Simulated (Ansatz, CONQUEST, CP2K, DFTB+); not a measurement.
# Running H-capped Sn nanowire along [110] (56 atoms) with CP2K, part 2 of 2

Aim: run H-capped Sn nanowire along [110] (56 atoms) in CP2K and see how near its forces come to a plane-wave reference, and at what cost.

Program: CP2K 2026.2; the method stands at each step. Banners, paths, timers and routine set-up lines are dropped from the logs unmarked, and long logs keep their key lines alone; longer cuts are marked.

So far. Step 2 (PBE, DZVP-MOLOPT-SR, 450/50 Ry, diagonalisation): Forces lie 20 % from the reference's, at 4.2 times its CPU time (on 1 against 4 cores). Step 3 (PBE, DZVP-UZH, 450/50 Ry, diagonalisation): Against the first run (20 %), the force difference from the reference is 8.4 %, at 1.1 times the CPU time, with 472 basis functions against 472; this set comes with other potentials too, so the change isn't the basis's alone.

**4. PBE, DZVP-MOLOPT-SR, 315/50 Ry, diagonalisation**

Method: Kohn-Sham DFT, PBE, GTH-PBE pseudopotentials, Gaussian and plane waves, DZVP-MOLOPT-SR-GTH, diagonalisation.

input.inp

```
&GLOBAL
  PROJECT cell
  RUN_TYPE ENERGY_FORCE
  PRINT_LEVEL LOW
&END GLOBAL
&FORCE_EVAL
  METHOD QS
  &DFT
    BASIS_SET_FILE_NAME BASIS_MOLOPT
    POTENTIAL_FILE_NAME GTH_POTENTIALS
    &MGRID
      CUTOFF 315
      REL_CUTOFF 50
    &END MGRID
    &QS
      EPS_DEFAULT 1.0E-12
    &END QS
    &SCF
      SCF_GUESS ATOMIC
      EPS_SCF 1.0E-06
      MAX_SCF 200
      ADDED_MOS 20
      &DIAGONALIZATION
        ALGORITHM STANDARD
      &END DIAGONALIZATION
      &SMEAR ON
        METHOD FERMI_DIRAC
        ELECTRONIC_TEMPERATURE [K] 580
      &END SMEAR
      &MIXING
        METHOD BROYDEN_MIXING
        ALPHA 0.15
        NBROYDEN 8
      &END MIXING
      &PRINT
        &RESTART OFF
        &END RESTART
      &END PRINT
    &END SCF
    &XC
      &XC_FUNCTIONAL PBE
      &END XC_FUNCTIONAL
    &END XC
    &PRINT
      &MULLIKEN ON
      &END MULLIKEN
      &HIRSHFELD ON
        SHAPE_FUNCTION DENSITY
      &END HIRSHFELD
      &MO ON
        EIGENVALUES T
        OCCUPATION_NUMBERS T
        MO_INDEX_RANGE 53 76
        &EACH
          QS_SCF 0
        &END EACH
        ADD_LAST NUMERIC
      &END MO
    &END PRINT
  &END DFT
  &SUBSYS
    &CELL
      A 16.84129 0.00000 0.00000
      B 0.00000 17.38083 0.00000
      C 0.00000 0.00000 18.35366
    &END CELL
    &COORD
      Sn 5.97933 6.42100 2.32064
      Sn 7.55130 6.42395 0.04478
      Sn 6.01588 6.35982 6.92832
      Sn 7.63197 6.37320 4.62586
      Sn 5.97933 6.33914 11.39414
      Sn 7.57942 6.44029 9.17041
      Sn 6.01268 6.38954 16.10607
      Sn 7.60805 6.43716 13.82141
      Sn 6.01638 11.02379 2.27971
      Sn 7.62944 10.93654 0.00092
      Sn 6.00948 10.96139 6.85895
      Sn 7.65588 11.00015 4.61026
      Sn 5.93908 10.93046 11.44773
      Sn 7.58835 10.95879 9.19170
      Sn 6.01301 11.01493 16.03890
      Sn 7.60923 11.01736 13.73037
      Sn 9.21707 8.67894 0.00477
      Sn 10.89194 8.67616 2.23511
      Sn 9.26658 8.71909 4.58364
      Sn 10.81767 8.72031 6.84353
[... 32 atom lines left out ...]
      H 11.79934 10.06889 11.42387
      H 11.81652 7.32133 11.53142
      H 11.85341 10.09791 16.02146
      H 11.80591 7.32359 16.04422
    &END COORD
    &KIND Sn
      BASIS_SET DZVP-MOLOPT-SR-GTH-q4
      POTENTIAL GTH-PBE-q4
    &END KIND
    &KIND H
      BASIS_SET DZVP-MOLOPT-SR-GTH-q1
      POTENTIAL GTH-PBE-q1
    &END KIND
  &END SUBSYS
  &PRINT
    &FORCES ON
    &END FORCES
  &END PRINT
&END FORCE_EVAL
```

Launch:

```sh
$ OMP_NUM_THREADS=2 cp2k.psmp -i input.inp > output.txt
```

Numbers of over 12 decimals in the logs are rounded to 6 here.

Output:

```text
CP2K| version string:                                       CP2K version 2026.2
 CP2K| Input file name                                                 input.inp
 GLOBAL| Basis set file name                                        BASIS_MOLOPT
 GLOBAL| Potential file name                                      GTH_POTENTIALS
 GLOBAL| Run type                                                   ENERGY_FORCE
 GLOBAL| Total number of message passing processes                             1
 GLOBAL| Number of threads for this process                                    2
 TOTAL NUMBERS AND MAXIMUM NUMBERS
  Total number of            - Atomic kinds:                                   2
                             - Atoms:                                         56
[... lines left out ...]
                        Smear method:                                FERMI_DIRAC
[... lines left out ...]
 Number of electrons:                                                        128
[... lines left out ...]
  Step     Update method      Time    Convergence         Total energy    Change
[... lines left out ...]
  *** SCF run converged in    28 steps ***
[... lines left out ...]
  Fermi energy:                                                -0.094342
  Total energy:                                              -101.845686
  Total energy (extrapolated to T->0):                       -101.845686
[... lines left out ...]
 MO| E(Fermi):           -0.094342 a.u.         -2.567183 eV
[... lines left out ...]
       2     Sn       1          4.127569                             -0.127569
       3     Sn       1          4.111149                             -0.111149
[...]
55     H        2          0.914154                              0.085846
      56     H        2          0.932165                              0.067835
 # Total charge                            128.000000                  0.000000
 !-----------------------------------------------------------------------------!
 !-----------------------------------------------------------------------------!
                           Hirshfeld Charges
  #Atom  Element  Kind  Ref Charge     Population                    Net charge
      1       Sn     1       4.000          3.843                         0.157
      2       Sn     1       4.000          3.916                         0.084
      3       Sn     1       4.000          3.849                         0.151
[...]
55       H      2       1.000          1.080                        -0.080
     56       H      2       1.000          1.078                        -0.078
  Total Charge                                                           -0.000
 !-----------------------------------------------------------------------------!
 ENERGY| Total FORCE_EVAL ( QS ) energy [hartree]           -101.845680
 FORCES| Atomic forces [hartree/bohr]
 FORCES|   Atom     x               y               z               |f|
 FORCES|      1  5.37810207E-04 -1.20136272E-02  7.26727235E-03   1.40509688E-02
 FORCES|      2  1.13868843E-02 -9.86059923E-03 -4.17921814E-04   1.50687495E-02
 FORCES|      3 -7.39134160E-03  1.21950271E-02 -1.01998615E-02   1.75324782E-02
[...]
FORCES|     55  2.27040070E-03 -5.71875395E-04  2.45903421E-03   3.39538069E-03
 FORCES|     56  1.43028418E-02 -1.80323388E-02 -2.42645151E-04   2.30172848E-02
 FORCES| Sum     6.43813326E-05 -3.99184052E-06 -2.84208328E-05
 FORCES| Total atomic force                                       7.04885417E-05
```

Elapsed: 3 min, on 2 threads of Intel Xeon 6975P-C (Granite Rapids), shared host; peak memory 4.7 GiB; 4.8 min of CPU time.

Numbers from this run, and their distance from the reference:

```
r.m.s. force component                           : 0.4309 eV/Å
r.m.s. difference of force components            : 91.33 meV/Å
longest difference of force vectors              : 226.8 meV/Å
force difference over r.m.s. force               : 20.05 %
slope of forces against the reference's          : 0.9272
correlation of force components                  : 0.9803
gap (highest filled to lowest empty level) : 1.867 eV
gap difference                                   : 0.1509 eV
energy less the same-level run's                 : -0.0002 meV/atom
r.m.s. force difference from the same-level run  : 0.285 meV/Å
```

Against the first run (20 %), the force difference from the reference is 20 %, at 0.84 times the CPU time (on 2 against 1 cores): the change moves forces by 0.28 meV/Å r.m.s., so most of the difference comes from elsewhere.

**5. PBE, DZVP-MOLOPT (SR for Sn), 450/50 Ry, diagonalisation**

Method: Kohn-Sham DFT, PBE, GTH-PBE pseudopotentials, Gaussian and plane waves, DZVP-MOLOPT-GTH, diagonalisation.

input.inp, as its differences from that of step 4:

```diff
@@ -11,3 +11,3 @@
     &MGRID
-      CUTOFF 315
+      CUTOFF 450
       REL_CUTOFF 50
@@ -66,5 +66,6 @@
     &END CELL
-    &COORD
-[... 56 atom lines left out: the same atoms as in the first run ...]
-    &END COORD
+    &TOPOLOGY
+      COORD_FILE_NAME structure.xyz
+      COORD_FILE_FORMAT XYZ
+    &END TOPOLOGY
     &KIND Sn
@@ -74,3 +75,3 @@
     &KIND H
-      BASIS_SET DZVP-MOLOPT-SR-GTH-q1
+      BASIS_SET DZVP-MOLOPT-GTH-q1
       POTENTIAL GTH-PBE-q1
```

structure.xyz

```xyz
56

[... 56 atom lines left out: the same atoms as in the first run ...]
```

Launch:

```sh
$ OMP_NUM_THREADS=1 cp2k.psmp -i input.inp > output.txt
```

Output:

```text
CP2K| version string:                                       CP2K version 2026.2
 CP2K| Input file name                                                 input.inp
 GLOBAL| Basis set file name                                        BASIS_MOLOPT
 GLOBAL| Potential file name                                      GTH_POTENTIALS
[... lines left out ...]
                        Smear method:                                FERMI_DIRAC
[... lines left out ...]
 Number of electrons:                                                        128
[... lines left out ...]
  Step     Update method      Time    Convergence         Total energy    Change
[... lines left out ...]
  *** SCF run converged in    25 steps ***
[... lines left out ...]
  Fermi energy:                                                -0.098976
  Total energy:                                              -101.898750
  Total energy (extrapolated to T->0):                       -101.898750
[... lines left out ...]
 MO| E(Fermi):           -0.098976 a.u.         -2.693285 eV
[... lines left out ...]
     56       H      2       1.000          1.085                        -0.085
  Total Charge                                                           -0.000
 !-----------------------------------------------------------------------------!
 ENERGY| Total FORCE_EVAL ( QS ) energy [hartree]           -101.898842
 FORCES| Atomic forces [hartree/bohr]
 FORCES|   Atom     x               y               z               |f|
 FORCES|      1  3.48855646E-03 -1.12713041E-02  7.33921085E-03   1.38951912E-02
 FORCES|      2  9.61887474E-03 -7.50677380E-03 -3.68408300E-04   1.22069705E-02
 FORCES|      3 -4.35713216E-03  1.22716744E-02 -1.00710533E-02   1.64622206E-02
[...]
FORCES|     55  4.05334534E-03  2.08075108E-03  2.28450680E-03   5.09687206E-03
 FORCES|     56  1.57511990E-02 -2.02129331E-02 -3.10854328E-04   2.56273207E-02
 FORCES| Sum    -5.11049722E-06  5.51537275E-06  3.65344271E-07
 FORCES| Total atomic force                                       7.52794759E-06
```

Elapsed: 6.6 min, on 1 thread; peak memory 7.4 GiB.

Numbers from this run, and their distance from the reference:

| Item | Value |
| --- | --- |
| r.m.s. force component | 0.4402 eV/Å |
| r.m.s. difference of force components | 23.08 meV/Å |
| longest difference of force vectors | 91.99 meV/Å |
| force difference over r.m.s. force | 5.065 % |
| slope of forces against the reference's | 0.9654 |
| correlation of force components | 0.9993 |
| gap (highest filled to lowest empty level) | 1.861 eV |
| gap difference | 0.1453 eV |

Against the first run (20 %), the force difference from the reference is 5.1 %, at 1.1 times the CPU time, with 472 basis functions against 472.

**6. Side by side**

Differences are against the plane-wave reference, forces as r.m.s. over components; share is that over the reference's r.m.s. force, slope the least-squares factor from reference forces to these. Total energies of different programs have different zeros and aren't compared.

```csv
run,"Δ force, r.m.s. (meV/Å)",share (%),slope,Δ gap (eV),cores,CPU time,memory (GiB)
reference,-,-,-,-,4,82 s,4.2
"CP2K PBE, DZVP-MOLOPT-SR, 450/50 Ry, diagonalisation",91.3,20.0,0.927,0.151,1,5.7 min,7.3
"CP2K PBE, DZVP-UZH, 450/50 Ry, diagonalisation",38.5,8.45,0.945,0.145,1,6.4 min,7.3
"CP2K PBE, DZVP-MOLOPT-SR, 315/50 Ry, diagonalisation (coarse)",91.3,20.0,0.927,0.151,2,4.8 min,4.7
"CP2K PBE, DZVP-MOLOPT (SR for Sn), 450/50 Ry, diagonalisation",23.1,5.06,0.965,0.145,1,6.6 min,7.4
```

Rows marked coarse were listed beforehand as settings not expected to be converged; some can still land near the reference.

CPU time is summed over cores on a shared host, where runs went side by side, so it is rough. Symmetry, cutoffs, thresholds, outputs and thread counts weren't matched or tuned between programs; memory under MPI is the largest rank's times the ranks.

Mean charges by element (e), by run and scheme:

| run | scheme | Sn | H |
| --- | --- | --- | --- |
| reference | Löwdin | +0.20 | -0.09 |
| CP2K PBE, DZVP-MOLOPT-SR, 450/50 Ry, diagonalisation | Mulliken | -0.10 | +0.08 |
| CP2K PBE, DZVP-MOLOPT-SR, 450/50 Ry, diagonalisation | Hirshfeld | +0.11 | -0.08 |
| CP2K PBE, DZVP-UZH, 450/50 Ry, diagonalisation | Mulliken | +0.16 | -0.12 |
| CP2K PBE, DZVP-UZH, 450/50 Ry, diagonalisation | Hirshfeld | +0.12 | -0.09 |
| CP2K PBE, DZVP-MOLOPT-SR, 315/50 Ry, diagonalisation | Mulliken | -0.10 | +0.08 |
| CP2K PBE, DZVP-MOLOPT-SR, 315/50 Ry, diagonalisation | Hirshfeld | +0.11 | -0.08 |
| CP2K PBE, DZVP-MOLOPT (SR for Sn), 450/50 Ry, diagonalisation | Mulliken | +0.17 | -0.13 |
| CP2K PBE, DZVP-MOLOPT (SR for Sn), 450/50 Ry, diagonalisation | Hirshfeld | +0.12 | -0.09 |

The reference's Löwdin charges lack the electrons that the projection spills, 0.031 e an atom on average.

Within one program, basis, potentials and functional, energies share a zero. Each run against its twin at the usual cutoff or grid and solver:

```csv
run,twin,Δ energy (meV/atom),"Δ force, r.m.s. (meV/Å)",CPU time over the twin's
"CP2K PBE, DZVP-MOLOPT-SR, 315/50 Ry, diagonalisation","DZVP-MOLOPT-SR, 450/50 Ry, diagonalisation",-2.0e-4,0.285,0.84 (this twin ran on 1 cores)
```

**7. Results**

- nearest in forces: CP2K PBE, DZVP-MOLOPT (SR for Sn), 450/50 Ry, diagonalisation, 5.1 %
- its CPU time: 6.6 min

**Reading.** The PBE runs in local orbitals, coarse settings apart, differ by 5.1 % (CP2K PBE, DZVP-MOLOPT (SR for Sn), 450/50 Ry, diagonalisation) to 20 % (CP2K PBE, DZVP-MOLOPT-SR, 450/50 Ry, diagonalisation); basis, grid and potentials can all enter. Runs with settings chosen to be coarse differ by 20 % (CP2K PBE, DZVP-MOLOPT-SR, 315/50 Ry, diagonalisation), their programs' other errors included. None of the electronic-structure runs in the table takes under half the reference's CPU time of 82 s; they take 3.5 to 4.8 times as much. At the same functional, the gap of these runs lies 0.15 eV above the reference's 1.72 eV. These are spacings on the run's k-points, which needn't hold the band edges. Charges hang on scheme and program or settings: among these rows the mean for Sn runs from -0.10 to +0.20 e, even in sign. The potentials hold different valence shells: 368 electrons in the reference, 128 in CP2K with DZVP-MOLOPT; this bears on time and differences. The electronic-structure runs sample only Γ, in a cell whose periodic width is 18 Å.

[Also dropped from logs without a mark: logging warnings of Python, and SIESTA's first energy breakdown and zero terms.]

[Logs are printed without paths, hosts, clocks, repeated set-up lines and the standing remarks that a program may print on its own settings, such as how far it seeks lower states.]

[Hosts, paths, dates, database ids (printed as entryN), source tags and the programs' standing remarks are cut or masked in the printed files.]
